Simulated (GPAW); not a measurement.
## BaTiO3 (P4mm): refractive index against wavelength

The refractive index of BaTiO3 (P4mm) along x below the direct gap (2.08 eV on the mesh) is read from one computed spectrum, n = √(Re ε). x, y and z are the Cartesian axes of the input cell.

The structure is tetragonal, space group P4mm (No. 99). Conventional cell: a = 4.000 Å, b = 4.000 Å, c = 4.018 Å, α = 90.00°, β = 90.00°, γ = 90.00°. Ba on site a is surrounded by 12 O at 2.79 to 2.88 Å. Ti on site b has 6 O at 1.89 to 2.13 Å as nearest neighbours. O on site c has 2 Ti at 2.00 Å as nearest neighbours. O on site b has 2 Ti at 1.89 to 2.13 Å as nearest neighbours.

Method: GPAW 26.7.0, PBE, RPA, k-mesh 8×8×8, local fields up to 70 eV, Lorentzian half width 0.12 eV.

Launch of the response step: `OMP_NUM_THREADS=1 python df.py`. The run took 4.3 min, its band step included, on 1 thread of Arm Neoverse V1, with other jobs on the host.

```tsv
wavelength (nm)	photon energy E (eV)	n
3000	0.413	2.4439
2000	0.620	2.4535
1550	0.800	?
1310	0.946	2.4778
1064	1.165	2.5017
850	1.459	2.5466
```

In the single-oscillator model n² − 1 = E₀E_d/(E₀² − E²), so 1/(n² − 1) = E₀/E_d − E²/(E₀E_d) is linear in E².

Working, on the rows shown:

| x = E² (eV²) | y = 1/(n² − 1) |
| --- | --- |
| 0.170801 | 0.2011 |
| 0.384302 | 0.199217 |
| 0.895757 | 0.194572 |
| 1.35784 | 0.190168 |
| 2.12762 | 0.18231 |

Means: x̄ = 0.98727, ȳ = 0.19347. Σ(x − x̄)(y − ȳ) = -0.02375, Σ(x − x̄)² = 2.476. Slope = -0.02375 / 2.476 = -0.009589; intercept = ȳ − slope · x̄ = 0.20294. Turned back into n, the line misses the rows shown by at most 0.0014.

**Question.** What does the fit predict for the withheld row, and how well does it do?

**Answer.** At x = 0.63984 the line gives y = 0.1968, that is 2.4660. The run gave 2.4654, so the interpolation is off by 0.0006, 0.6 % of the range in the table.

Refitted with all rows, the slope is -0.009602 and the intercept 0.20297. These give E₀ = √(intercept/−slope) = 4.60 eV and E_d = E₀/intercept = 22.7 eV; E₀ is 2.2 times the direct gap. The electronic limit at long wavelengths, without lattice vibrations, is n = √(1 + 1/intercept) = 2.435. The cell comes from an older database entry, whose edges can be off by a per cent or so. Excitons are left out; PBE gaps are as a rule too small. The values come from a sum over the points of one k-mesh and carry its error, which grows as the direct gap shrinks. This version of GPAW has incomplete matrix elements in the optical limit, which can lower ε − 1 by up to a tenth where first-row anions or d states rule. Spin-orbit coupling is left out.

[Logs are printed without paths, hosts, clocks, repeated set-up lines and the standing remarks that a program may print on its own settings, such as how far it seeks lower states.]
